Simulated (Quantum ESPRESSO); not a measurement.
**GaP (F-43m): the optical phonon under strain**

Aim: the phonon deformation potentials p and q of GaP (F-43m), tested on a biaxially strained cell.

Main program and level: Quantum ESPRESSO 7.5; DFT LDA, scalar-relativistic, plane waves, JTH PAW pseudopotentials.

### 1. Set-up

The structure is cubic, space group F-43m (No. 216). The conventional cell has a = 5.391 Å, b = 5.391 Å, c = 5.391 Å, α = 90.00°, β = 90.00°, γ = 90.00°. Nearest to Ga lie 4 P at 2.33 Å. P has 4 Ga at 2.33 Å nearest. Farther neighbours are not listed.

Coordinates:

```
Ga P
1.0
    -2.69529    0.00000    2.69529
     0.00000    2.69529    2.69529
    -2.69529    2.69529    0.00000
Ga P
1 1
Direct
  0.00000 0.00000 0.00000
  0.25000 0.25000 0.25000
```

This is the cell after its relaxation at this level of theory, not the database cell from which that began.

### 2. Uniaxial strain

The relaxed cell is stretched along z alone. This keeps all atoms on sites fixed by symmetry and splits the threefold mode into a singlet, polarised along z, and a doublet. The macroscopic field is left out, so these are transverse modes. Cutoff 60 Ry, k mesh 8×8×8.

From the response at ε_zz = 0.01:

The log of the run:

```text
[banners, grids, parts of the stress and lines that vanish by symmetry left out]
Program PHONON v.7.5
     Reading xml data from directory:

[...]
Exchange-correlation= PW
                           (   1   4   0   0   0   0   0)
[...]
kinetic-energy cut-off    =      60.0000  Ry
     charge density cut-off    =     480.0000  Ry
     convergence threshold     =      1.0E-18
[...]
Exchange-correlation= PW
                           (   1   4   0   0   0   0   0)
[...]
q = (   0.0000000   0.0000000   0.0000000 )
      9 Sym.Ops. (with q -> -q+G )
     G cutoff =  637.1820  (  47447 G-vectors)     FFT grid: ( 54, 54, 54)
     G cutoff =  318.5910  (  16721 G-vectors)  smooth grid: ( 36, 36, 36)
     number of k points=    59
[...]
Mode symmetry, D_2d (-42m) point group:
[...]
Representation #   1 mode #   1
[...]
End of self-consistent calculation
     Convergence has been achieved
     Representation #   2 mode #   2
[...]
End of self-consistent calculation
     Convergence has been achieved
     Representation #   3 modes #   3   4
[...]
End of self-consistent calculation
     Convergence has been achieved
     Representation #   4 modes #   5   6
[...]
End of self-consistent calculation
     Convergence has been achieved
[...]
q = (    0.000000000   0.000000000   0.000000000 )
[...]
freq (    1) =      -0.018833 [THz] =      -0.628196 [cm-1]
     freq (    2) =      -0.018476 [THz] =      -0.616301 [cm-1]
     freq (    3) =      -0.018476 [THz] =      -0.616301 [cm-1]
     freq (    4) =      10.802739 [THz] =     360.340595 [cm-1]
     freq (    5) =      10.802739 [THz] =     360.340595 [cm-1]
     freq (    6) =      10.815583 [THz] =     360.769016 [cm-1]
[...]
Mode symmetry, D_2d (-42m) point group:
     freq (   1-   1) =         -0.6  [cm-1]   --> B_2  X_3  W_2   I+R
     freq (   2-   3) =         -0.6  [cm-1]   --> E    X_5  W_3   I+R
     freq (   4-   5) =        360.3  [cm-1]   --> E    X_5  W_3   I+R
     freq (   6-   6) =        360.8  [cm-1]   --> B_2  X_3  W_2   I+R

   JOB DONE.
```

| ε_zz | singlet (cm⁻¹) | doublet (cm⁻¹) | σ_zz (GPa) | σ_xx (GPa) |
| --- | --- | --- | --- | --- |
| -0.005 | 366.98 | 367.28 | -0.749 | -0.359 |
| 0 | 364.95 | 364.95 | -0.032 | -0.032 |
| 0.005 | 362.88 | 362.64 | 0.677 | 0.282 |
| 0.01 | 360.77 | 360.34 | 1.378 | 0.584 |

Stress is counted positive in tension.

### 3. The fit

To first order ω² − ω₀² = p ε_zz + q (ε_xx + ε_yy) for the mode along z, and likewise for x and y. With ε_zz alone the singlet gives p and the doublet q.

The linear terms of parabolas through ω² are p = -2.25 ω₀² and q = -2.54 ω₀², with ω₀ = 364.9 cm⁻¹. Those of the stresses are C11 = 143 GPa and C12 = 64 GPa. Under hydrostatic strain p and q imply γ = −(p + 2q)/(6 ω₀²) = 1.22.

A layer held to an in-plane strain ε and free along z takes ε_zz = −2 (C12/C11) ε = -0.899 ε. To first order the singlet then shifts by (q − p C12/C11) ε / ω₀ = -560 ε cm⁻¹. For ε = 0.004, ε_zz = -0.00360, the formulas for ω² predict 362.71 cm⁻¹ for the singlet and 363.12 cm⁻¹ for the doublet.

### 4. A biaxially strained cell

This run was no part of the fit.

The log of the run:

```text
[banners, grids, parts of the stress and lines that vanish by symmetry left out]
[banner, memory and clock lines left out]
Program PHONON v.7.5

[...]
Exchange-correlation= PW
                           (   1   4   0   0   0   0   0)
[...]
kinetic-energy cut-off    =      60.0000  Ry
     charge density cut-off    =     480.0000  Ry
     convergence threshold     =      1.0E-18
[...]
Exchange-correlation= PW
                           (   1   4   0   0   0   0   0)
[...]
q = (   0.0000000   0.0000000   0.0000000 )
      9 Sym.Ops. (with q -> -q+G )
     G cutoff =  631.1035  (  47199 G-vectors)     FFT grid: ( 54, 54, 54)
     G cutoff =  315.5517  (  16649 G-vectors)  smooth grid: ( 36, 36, 36)
     number of k points=    59
[...]
Mode symmetry, D_2d (-42m) point group:
[...]
Representation #   1 mode #   1
[...]
End of self-consistent calculation
     Convergence has been achieved
     Representation #   2 mode #   2
[...]
End of self-consistent calculation
     Convergence has been achieved
     Representation #   3 modes #   3   4
[...]
End of self-consistent calculation
     Convergence has been achieved
     Representation #   4 modes #   5   6
[...]
End of self-consistent calculation
     Convergence has been achieved
[...]
q = (    0.000000000   0.000000000   0.000000000 )
[...]
freq (    1) =       0.014060 [THz] =       0.468987 [cm-1]
     freq (    2) =       0.014618 [THz] =       0.487605 [cm-1]
     freq (    3) =       0.014618 [THz] =       0.487605 [cm-1]
     freq (    4) =      10.874261 [THz] =     362.726301 [cm-1]
     freq (    5) =      10.885298 [THz] =     363.094453 [cm-1]
     freq (    6) =      10.885298 [THz] =     363.094453 [cm-1]
[...]
Mode symmetry, D_2d (-42m) point group:
     freq (   1-   1) =          0.5  [cm-1]   --> B_2  X_3  W_2   I+R
     freq (   2-   3) =          0.5  [cm-1]   --> E    X_5  W_3   I+R
     freq (   4-   4) =        362.7  [cm-1]   --> B_2  X_3  W_2   I+R
     freq (   5-   6) =        363.1  [cm-1]   --> E    X_5  W_3   I+R
```

| mode | predicted (cm⁻¹) | run (cm⁻¹) |
| --- | --- | --- |
| singlet | 362.71 | 362.73 |
| doublet | 363.12 | 363.09 |

The stress along z is -0.032 GPa and that in the plane 0.556 GPa; the unstrained cell carries -0.032 GPa.

### 5. Outcome

* p (in units of the squared frequency): -2.247
* q (same units): -2.543
* shift of the singlet per unit of biaxial strain: -560 cm⁻¹
* C11 and C12: 143 and 64 GPa

What this shows: To first order, one per cent of tensile biaxial strain moves the singlet of GaP (F-43m) by -5.6 cm⁻¹ and the doublet by -4.6 cm⁻¹; the formulas miss the test run by up to 0.03 cm⁻¹. In backscattering from (001) the mode polarised along z is the one seen in diamond and zinc-blende crystals; in a polar crystal it is the LO mode, whose potentials differ somewhat from these. The third potential, r, needs shear strain and a relaxation of the atoms, which was not run. Runs of the series that gave no result are left out: uni-0.01-ph (refused). These are harmonic values at zero temperature.

[Host names and launcher messages were left out of these logs when they were recorded.]

[Logs are printed without paths, hosts, clocks, repeated set-up lines and the standing remarks that a program may print on its own settings, such as how far it seeks lower states.]

[Hosts, paths, dates, database ids (printed as entryN), source tags and the programs' standing remarks are cut or masked in the printed files.]
